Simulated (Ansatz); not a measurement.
# NbH2(331) slab (72 atoms): geometry optimisation, part 2 of 2

How does NbH2(331) slab (72 atoms) relax, and what do bonds, charges and levels look like afterwards?

Ansatz 0.2.0; Kohn-Sham DFT, LDA, PAW (set soft_2), plane waves.

So far. Step 3 (Relaxation): The relaxation changed the energy by -31.4 meV/atom, and atoms moved by 0.15 Å r.m.s., 0.47 Å at most.

**5. Single point at the relaxed geometry**

One more single point at the end of the walk gives the fuller output and checks the residual forces.

input.yaml

```yaml
crystal:
  lattice:
    - [9.67958, 0.0, 0.0]
    - [-1.61326, 7.03206, 0.0]
    - [0.0, 0.0, 21.85118]
  atoms:
    - { symbol: Nb, position: [0.00085, 0.9876, 0.33244] }
    - { symbol: H, position: [0.86088, 0.14494, 0.32145] }
    - { symbol: H, position: [0.80672, 0.83193, 0.34394] }
    - { symbol: Nb, position: [0.8925, 0.36143, 0.38133] }
    [... 62 atom lines left out ...]
    - { symbol: Nb, position: [0.03442, 0.2091, 0.6093] }
    - { symbol: H, position: [0.22303, 0.34275, 0.59635] }
    - { symbol: H, position: [0.17489, 0.05208, 0.63058] }
    - { symbol: Nb, position: [0.26042, 0.54287, 0.6483] }
    - { symbol: H, position: [0.12042, 0.7075, 0.64919] }
    - { symbol: H, position: [0.06918, 0.39994, 0.67717] }
kpoints:
  mp_grid: { grid: [2, 2, 1] }
hamiltonian:
  xc: lda
scf:
  occupations: { method: gaussian, width: 0.025 }
output:
  forces: true
  populations: true
  dos:
    method: { smearing: { sigma: 0.08 } }
    de: 0.1
    projected: { site_lists: { H: [H], Nb: [Nb] } }
  eigenvalues: true
  write_density: true
  write_potential: true
  volumetric_format: npy
  elf: true
```

Run with:

```sh
ansatz run input.yaml --threads 8 --pin off --max-ram 15872MiB --backend cpu --events-out ev --progress --plain --runs-dir out
```

The log of the run:

```text
[...]
Crystal: 72 atoms, lattice volume = 1487.353 Å³
Basis set: ecut = 420 eV, 29019 PW (Γ)
Bands: 252, of which v1, the nominal top of the filled ones, is band 180 counted from 1 (179 counted from 0)
Symmetry: 1 space group operations
[...]
k-points: 4
[...]
SCF iter   1: F=—  HF=-107378.630386 eV  |F-HF|=—  |Δ(HF+E_count)|=         —  Δρ=9.25e-3  dr2=3.53e0  ethr=1.77e-3  ⟨swp⟩=8.5  Hψ=4209  notcnv=0  defer=163
[...]
SCF iter   9: F=-107378.298737 eV  HF=-107378.298737 eV  |F-HF|=2.01e-9  |Δ(HF+E_count)|=   5.94e-8  Δρ=1.14e-6  dr2=4.01e-8  ethr=2.78e-11  ⟨swp⟩=24.8  Hψ=9490  notcnv=0
SCF 1 converged in 9 iterations: F = -107378.298737 eV  dr2 = 4.01e-8
[...]
WARN: The output density's exchange-correlation potential varies sharply where the density is thin. Do not read a vacuum level from v_tot or v_xc, or from such a field of the output density. On a cell that repeats whose density bears no net charge and no dipole along the vacuum's axis use v_es (v_loc + v_h of the components); [...]
SCF converged after 9 iterations
Free energy (F): -107378.298737 eV
[...]
Internal energy: -107378.291085 eV  (E = F + TS)
E sigma→0 (E₀):  -107378.294911 eV
Entropy (-TS):   -0.007652 eV (-0.106 meV/atom)
Fermi energy:    3.157441 eV
[...]
--- Forces (eV/Å), atoms counted from 1 ---
  atom   1  Nb    -0.03938167     0.98601082     2.05780279
  atom   2  H     -0.08214637     0.08500737    -0.43682811
  atom   3  H      0.03783718    -0.02597630    -0.33195071
  atom   4  Nb     0.06551416    -1.46829939     0.30322878
  atom   5  H     -0.01387468    -0.04356845    -0.14524129
  atom   6  H      0.00234759     0.04041037    -0.75455838
  atom   7  Nb    -0.28859312     0.37308100    -0.58557018
  atom   8  H     -0.12331103     0.00460030    -0.40703647
  atom   9  H      0.00267707    -0.00066887     0.00035403
  atom  10  Nb     0.00329399    -0.02102191     0.01552836
  atom  11  H     -0.00072750     0.00117675     0.00533029
  atom  12  H     -0.00307911     0.00751009     0.00488157
  atom  13  Nb    -0.00102814    -0.01184065    -0.00849149
  atom  14  H      0.00344702    -0.00010787    -0.00173689
[...]
atom  71  H     -0.00194230     0.00542950    -0.00597395
  atom  72  H      0.00215865     0.00196791     0.00106862
  max |Σ_I F_I| component: 6.86e-5 eV/Å
--- Band table (eV) ---
[...]
--- Löwdin populations: 72 sites ---
  site symbol       q [e]
     0     Nb     12.6785
     1      H      1.1472
     2      H      1.1368
[...]
71      H      1.1371
  spilling = 0.003930 (of n_electrons = 360.000000)
```

The job ended after 31 s (8 threads of Arm Neoverse V2, shared host; peak memory 6.1 GiB).

The program notes that the exchange-correlation potential is rough where the density is thin.

Read from the output:

```
free energy                                   : -107378.2987 eV
free energy per atom                          : -1491.3653 eV/atom
SCF cycles                                    : 9
r.m.s. force component                        : 0.3507 eV/Å
longest force                                 : 2.431 eV/Å
Fermi energy                                  : 3.157 eV
levels partly filled by over 2 per cent       : 5
potential in mid-vacuum, over the Fermi level : 4.059 eV
potential 4.5 Å over the upper face           : 4.062 eV
potential 4.5 Å under the lower face          : 4.056 eV
spilling of the projection                    : 0.00393
```

Neighbours are counted within 2.43 Å (H-Nb), cutoffs set anew for this text.

Length of the force by element and coordination:

| element | coordination | atoms | mean length of the force (eV/Å) | spread | least | most |
| --- | --- | --- | --- | --- | --- | --- |
| H | all | 48 | 0.151 | 0.234 | 0.0014 | 0.775 |
| H | 3 | 18 | 0.199 | 0.212 | 0.0031 | 0.574 |
| H | 4 | 30 | 0.123 | 0.243 | 0.0014 | 0.775 |
| Nb | all | 24 | 0.554 | 0.802 | 0.0126 | 2.43 |
| Nb | 6 | 6 | 1.17 | 1.15 | 0.0126 | 2.43 |
| Nb | 7 | 6 | 0.673 | 0.649 | 0.0192 | 1.50 |
| Nb | 8 | 12 | 0.188 | 0.292 | 0.0146 | 0.752 |

Löwdin charges by element and coordination (they lack the spilled electrons, 0.020 e an atom on average):

| element | coordination | atoms | mean charge (e) | spread | least | most |
| --- | --- | --- | --- | --- | --- | --- |
| H | all | 48 | -0.0879 | 0.0333 | -0.147 | -0.0453 |
| H | 3 | 18 | -0.129 | 0.0111 | -0.147 | -0.113 |
| H | 4 | 30 | -0.0633 | 0.0092 | -0.0781 | -0.0453 |
| Nb | all | 24 | 0.235 | 0.069 | 0.151 | 0.330 |
| Nb | 6 | 6 | 0.323 | 0.0039 | 0.317 | 0.330 |
| Nb | 7 | 6 | 0.280 | 0.012 | 0.267 | 0.296 |
| Nb | 8 | 12 | 0.168 | 0.01 | 0.151 | 0.180 |

Density of states as counts of states in windows of 1 eV (from the Fermi level), total and the larger projections:

| from (eV) | to (eV) | total | Nb d | H s | Nb s |
| --- | --- | --- | --- | --- | --- |
| -10 | -9 | 2.9 | 0.1 | 1.2 | 1.5 |
| -9 | -8 | 6.9 | 1.2 | 3.1 | 2.4 |
| -8 | -7 | 16.7 | 6.8 | 7.1 | 2.3 |
| -7 | -6 | 26.3 | 11.7 | 12.0 | 1.8 |
| -6 | -5 | 22.7 | 9.2 | 11.9 | 0.8 |
| -5 | -4 | 17.1 | 6.0 | 9.9 | 0.6 |
| -4 | -3 | 8.1 | 6.1 | 1.7 | 0.2 |
| -3 | -2 | 14.5 | 13.3 | 0.7 | 0.2 |
| -2 | -1 | 20.5 | 19.5 | 0.3 | 0.3 |
| -1 | 0 | 33.3 | 31.7 | 0.5 | 0.7 |
| 0 | 1 | 31.9 | 29.0 | 0.9 | 1.3 |
| 1 | 2 | 35.2 | 31.9 | 1.1 | 1.2 |
| 2 | 3 | 34.1 | 30.0 | 1.4 | 1.5 |
| 3 | 4 | 23.6 | 14.5 | 3.9 | 2.1 |

The curve was stored every 0.10 eV, coarse against its broadening of 0.08 eV, so these counts are rough.

About 191 of the 360 electrons lie in deeper levels, below the stored range.

The levels nearest the highest filled one (over half full), pooled over k-points and spins:

| level less the highest filled one (eV) | occupation |
| --- | --- |
| -0.0489 | 2 |
| -0.0394 | 2.00 |
| -0.0269 | 1.98 |
| -0.022 | 1.97 |
| -0.0157 | 1.92 |
| 0 | 1.62 |
| 0.0319 | 0.353 |
| 0.047 | 0.075 |
| 0.051 | 0.045 |
| 0.055 | 0.026 |
| 0.0614 | 0.009 |
| 0.0758 | 0.001 |

Planar average of the electrostatic potential energy along the normal, with the Fermi level as zero, after a running mean with a triangular window 4 Å wide at its base:

| height (Å) | potential energy (eV) |
| --- | --- |
| 0.0 | 4.06 |
| 0.6 | 4.06 |
| 1.3 | 4.06 |
| 1.9 | 4.06 |
| 2.5 | 4.05 |
| 3.1 | 4.05 |
| 3.8 | 4.02 |
| 4.4 | 3.91 |
| 5.0 | 3.51 |
| 5.5 | 2.33 |
| 6.3 | -0.50 |
| 6.8 | -3.56 |
| 7.4 | -6.39 |
| 8.0 | -8.38 |
| 8.7 | -9.64 |
| 9.3 | -10.00 |
| 9.9 | -10.13 |
| 10.5 | -10.05 |
| 11.2 | -9.97 |
| 11.8 | -10.05 |
| 12.4 | -10.36 |
| 13.0 | -10.36 |
| 13.7 | -8.90 |
| 14.3 | -6.27 |
| 14.9 | -2.81 |
| 15.4 | 0.36 |
| 16.2 | 2.90 |
| 16.8 | 3.75 |
| 17.3 | 3.99 |
| 17.9 | 4.05 |
| 18.6 | 4.06 |
| 19.2 | 4.06 |
| 19.8 | 4.06 |
| 20.4 | 4.06 |
| 21.1 | 4.06 |
| 21.7 | 4.06 |

ELF in the ca plane at fractional y = 0.707, with atoms of Nb and H within 0.2 Å of it. It is the smooth field of the valence electrons, not physical close to the nuclei.

Ten even steps from '0' (0.00) to '9' (0.99), each cell a mean:
```
00000000000000000001233322222222489952210000
00000000000000000001233322222222479852210000
00000000000000000001222223321232234432221100
00000000000000000012221367752353112125776421
00000000000000000123421474573375223227999731
00000000000000000123321475663365223226999631
00000000000000000012221256642343112224665310
00000000000000000001222222212222245532221000
00000000000000000001233322222222489952210000
00000000000000000001233222222222479852210000
00000000000000000011222223322232234432221100
00000000000000000112221367752353122225776421
00000000000000000123421474563375223227999731
00000000000000000123421475662364223226999631
00000000000000000012221256642343112224665310
00000000000000000001222222222222245532221000
00000000000000000001233322222222489852210000
00000000000000000001233322222222489852210000
00000000000000000001222222222232234432221100
00000000000000000012321267642353112125776421
00000000000000000123421474663475223227999731
00000000000000000123421475663375223227999631
00000000000000000012221267742343112124665310
00000000000000000001222222212222245532211000
```
Columns run along c (16.0 Å, from fractional 0.01 to 0.74 of the cell), rows up along a (9.7 Å). Atoms in or near the plane, at fractional coordinates: Nb at (0.43, 0.79), H at (0.58, 0.95), H at (0.65, 0.79), Nb at (0.43, 0.45), H at (0.58, 0.61), H at (0.65, 0.45), Nb at (0.43, 0.12), H at (0.58, 0.28), H at (0.65, 0.12).

Electrostatic potential energy in the ca plane at fractional y = 0.707, with atoms of Nb and H within 0.2 Å of it. With pseudopotentials it is smooth inside the atoms' cores, unlike the true potential.

Ten even steps from '0' (-44 eV) to '9' (7 eV), each cell a mean:
```
99999999999999999999899999985378888899999999
99999999999999999998889999986488888899999999
99999999999999999986568999988889888999999999
99999999999999999840015899887788888999999999
99999999999999999710002788875678725999999999
99999999999999999720003788876678736999999999
99999999999999999852126899887788888999999999
99999999999999999987678999988889888999999999
99999999999999999999899999985388888899999999
99999999999999999998889999986488888899999999
99999999999999999986568999988889888999999999
99999999999999999841015899887788888999999999
99999999999999999710002788875678725999999999
99999999999999999720003788876678736999999999
99999999999999999851126899887788888999999999
99999999999999999987678999988889888899999999
99999999999999999999899999985378888899999999
99999999999999999999899999986488888899999999
99999999999999999986678999988889888999999999
99999999999999999851025899887788888999999999
99999999999999999710003788875678625999999999
99999999999999999710003788876678736999999999
99999999999999999851025899887789888999999999
99999999999999999987678999988889888999999999
```
Columns run along c (16.0 Å, from fractional 0.10 to 0.83 of the cell; values clipped at the 3rd and 97th percentile), rows up along a (9.7 Å). Atoms in or near the plane, at fractional coordinates: Nb at (0.43, 0.79), H at (0.58, 0.95), H at (0.65, 0.79), Nb at (0.43, 0.45), H at (0.58, 0.61), H at (0.65, 0.45), Nb at (0.43, 0.12), H at (0.58, 0.28), H at (0.65, 0.12).

Mean Löwdin charges: H -0.09, Nb +0.23 e (they miss 0.39 % of the electrons, so they add up to more than the cell's charge). Charges this small depend on the projection, at times even in sign. Within 0.4 eV of the Fermi level the largest share is Nb d (94 % of the projected weight). The potential stands 4.06 eV above the Fermi level over the upper face and 4.06 eV under the lower one, a reading of the work function, with no dipole correction.

The surroundings of Nb25, whose charge lies farthest from its element's mean, nearest first, numbered as they follow in the input and with coordinates relative to it.

| atom | x | y | z | distance (Å) | bonds | Löwdin charge (e) | Fx | Fy | Fz (eV/Å) |
| --- | --- | --- | --- | --- | --- | --- | --- | --- | --- |
| Nb25 | 0.00 | 0.00 | 0.00 | 0.00 | 6 | 0.33 | -0.10 | 0.89 | 2.26 |
| H3 | 1.61 | -1.10 | 0.27 | 1.97 | 3 | -0.14 | 0.04 | -0.03 | -0.33 |
| H26 | -1.62 | 1.10 | -0.25 | 1.97 | 3 | -0.15 | -0.06 | -0.05 | -0.49 |
| H2 | 1.63 | 1.10 | -0.22 | 1.98 | 3 | -0.15 | -0.08 | 0.09 | -0.44 |
| H6 | -0.02 | 1.47 | 1.33 | 1.98 | 4 | -0.06 | 0.00 | 0.04 | -0.75 |
| H27 | -1.64 | -1.11 | 0.25 | 1.99 | 3 | -0.14 | 0.15 | -0.06 | -0.30 |
| H32 | -0.02 | -0.75 | 1.86 | 2.00 | 4 | -0.06 | 0.05 | -0.12 | -0.48 |
| Nb10 | -0.02 | 0.74 | 3.06 | 3.15 | 8 | 0.16 | 0.00 | -0.02 | 0.02 |
| Nb28 | -1.63 | 2.57 | 1.04 | 3.22 | 7 | 0.29 | -0.01 | -0.99 | 0.76 |
| Nb1 | 3.24 | -0.01 | 0.02 | 3.24 | 6 | 0.32 | -0.04 | 0.99 | 2.06 |
| Nb31 | -1.62 | -1.87 | 2.10 | 3.25 | 8 | 0.18 | 0.00 | 0.53 | -0.46 |
| Nb7 | 1.62 | -1.86 | 2.12 | 3.25 | 8 | 0.18 | -0.29 | 0.37 | -0.59 |
| Nb49 | -3.25 | -0.03 | 0.02 | 3.25 | 6 | 0.32 | 0.07 | 1.09 | 1.95 |
| Nb4 | 1.59 | 2.62 | 1.09 | 3.25 | 7 | 0.30 | 0.07 | -1.47 | 0.30 |

The column of bonds counts only the pairs H-Nb within 2.43 Å; other neighbours, such as metal atoms beside each other in a compound, aren't counted, and periodic images can show an atom twice.

**6. Another try, on a changed input**

The input is spoilt on purpose; the run shows how that looks.

input.yaml

```yaml
crystal:
  lattice:
    - [7.743664, 0.0, 0.0]
    - [-1.290608, 5.625648, 0.0]
    - [0.0, 0.0, 17.480944]
  atoms:
    [... the 72 atom lines of step 2 ...]
kpoints:
  mp_grid: { grid: [2, 2, 1] }
hamiltonian:
  xc: lda
scf:
  occupations: { method: gaussian, width: 0.025 }
  max_iter: 60
output:
  forces: true
```

The log of the run:

```text
[...]
Crystal: 72 atoms, lattice volume = 761.525 Å³
Basis set: ecut = 420 eV, 14859 PW (Γ)
Bands: 252, of which v1, the nominal top of the filled ones, is band 180 counted from 1 (179 counted from 0)
Symmetry: 1 space group operations
[...]
k-points: 4
[...]
SCF iter   1: F=—  HF=-107230.274973 eV  |F-HF|=—  |Δ(HF+E_count)|=         —  Δρ=4.14e-2  dr2=1.77e2  ethr=1.77e-3  ⟨swp⟩=9.2  Hψ=5756  notcnv=0  defer=23
[...]
SCF iter   3: F=—  HF=-107224.478643 eV  |F-HF|=—  |Δ(HF+E_count)|=    4.42e0  Δρ=3.98e-2  dr2=9.84e1  ethr=1.77e-3  ⟨swp⟩=5.8  Hψ=2629  notcnv=0  defer=84  recentre
automatic band count: iteration 3 solves 208 bands in place of 252: the levels show a gap, and the empty bands left out lie too high to hold charge; the band table lists the bands solved (type scf.n_extra_bands for more)
SCF iter   4: F=—  HF=-107216.756519 eV  |F-HF|=—  |Δ(HF+E_count)|=    7.72e0  Δρ=9.72e-3  dr2=4.02e0  ethr=1.77e-3  ⟨swp⟩=5.0  Hψ=2122  notcnv=0  defer=83
[...]
SCF iter  20: F=-107216.681371 eV  HF=-107216.681371 eV  |F-HF|=1.98e-8  |Δ(HF+E_count)|=  3.93e-10  Δρ=1.10e-6  dr2=2.59e-8  ethr=2.78e-11  ⟨swp⟩=2.8  Hψ=2643  notcnv=0
SCF 1 converged in 20 iterations: F = -107216.681371 eV  dr2 = 2.59e-8
[...]
SCF converged after 20 iterations
Free energy (F): -107216.681371 eV
[...]
Internal energy: -107216.666881 eV  (E = F + TS)
E sigma→0 (E₀):  -107216.674126 eV
Entropy (-TS):   -0.014490 eV (-0.201 meV/atom)
Fermi energy:    9.175593 eV
[...]
--- Forces (eV/Å), atoms counted from 1 ---
  atom   1  Nb    -0.73733275    -1.90527940   -12.36767910
  atom   2  H     -0.12369614     2.05475257    -4.00102217
  atom   3  H      0.11196376    -3.05367085    -2.67287845
  atom   4  Nb     0.51641925    -0.14136938   -10.02319250
  atom   5  H     -0.27183912     1.63186662    -3.79529891
  atom   6  H      0.11379694    -0.51429353    -1.05696160
  atom   7  Nb    -1.82037092     0.34194866    -3.47975188
  atom   8  H     -0.48116853     0.51815256    -1.26854575
  atom   9  H      0.59043411    -0.17017724     0.54020021
  atom  10  Nb    -1.03594281     0.66525980    -0.91140744
  atom  11  H     -0.12241735     0.41226899    -0.16799136
  atom  12  H     -0.21181568    -0.54748601    -0.10364470
  atom  13  Nb     0.75800469    -0.57605117     0.12627146
  atom  14  H     -0.47927095     0.07052044     0.33083493
[...]
atom  71  H     -0.62868716     3.29218720     2.36710452
  atom  72  H     -0.02065031    -1.85378795     4.21302566
  max |Σ_I F_I| component: 5.73e-5 eV/Å
```

Run time: 17 s. Hardware: 8 threads; peak memory 3.3 GiB.

The run converged on the changed input; its numbers don't describe the system as set up.

The fault in the input: a lattice far too small (crystal.lattice). The fix is to restore the lattice.

How far it lies from the reference, the single point at the start:

| Quantity | Value |
| --- | --- |
| r.m.s. difference of force components | 3388 meV/Å |
| longest difference of force vectors | 15640 meV/Å |
| force difference over r.m.s. force | 596.2 % |

**7. Outcome**

| Quantity | Value |
| --- | --- |
| energy change in the relaxation | -31.36 meV/atom |
| r.m.s. displacement | 0.149 Å |
| largest displacement | 0.467 Å |
| free energy per atom | -1491.3653 eV/atom |
| r.m.s. force component | 0.3507 eV/Å |
| potential in mid-vacuum, over the Fermi level | 4.059 eV |
| wall time of the 4 DFT runs | 2.6 min |

Relaxation lowers the energy by 31.4 meV/atom and moves atoms by 0.15 Å r.m.s.; the r.m.s. force component goes from 0.57 to 0.35 eV/Å, held atoms included. By the final cutoffs no bond was broken or made. From the first step to the last the energy fell by 2.258 eV, and the largest move was 0.47 Å (Nb70, with 1 other atom within 2 % of it). The H-Nb bonds go from 1.976 Å (spread 0.025) to 1.959 Å (spread 0.039). With the cutoffs above, 62 % of H atoms have 4 and 50 % of Nb atoms have 8 bonded neighbours. 5 levels are partly filled, by over 2 % (on the run's k-points): no clear gap opens at this level. The potential stands 4.06 eV above the Fermi level over the upper face and 4.06 eV under the lower one, a reading of the work function, with no dipole correction.

Caveats: 24 atoms were held in place, and force statistics include the forces on them.

[Logs are printed without paths, hosts, clocks, repeated set-up lines and the standing remarks that a program may print on its own settings, such as how far it seeks lower states.]

[Hosts, paths, dates, database ids (printed as entryN), source tags and the programs' standing remarks are cut or masked in the printed files.]
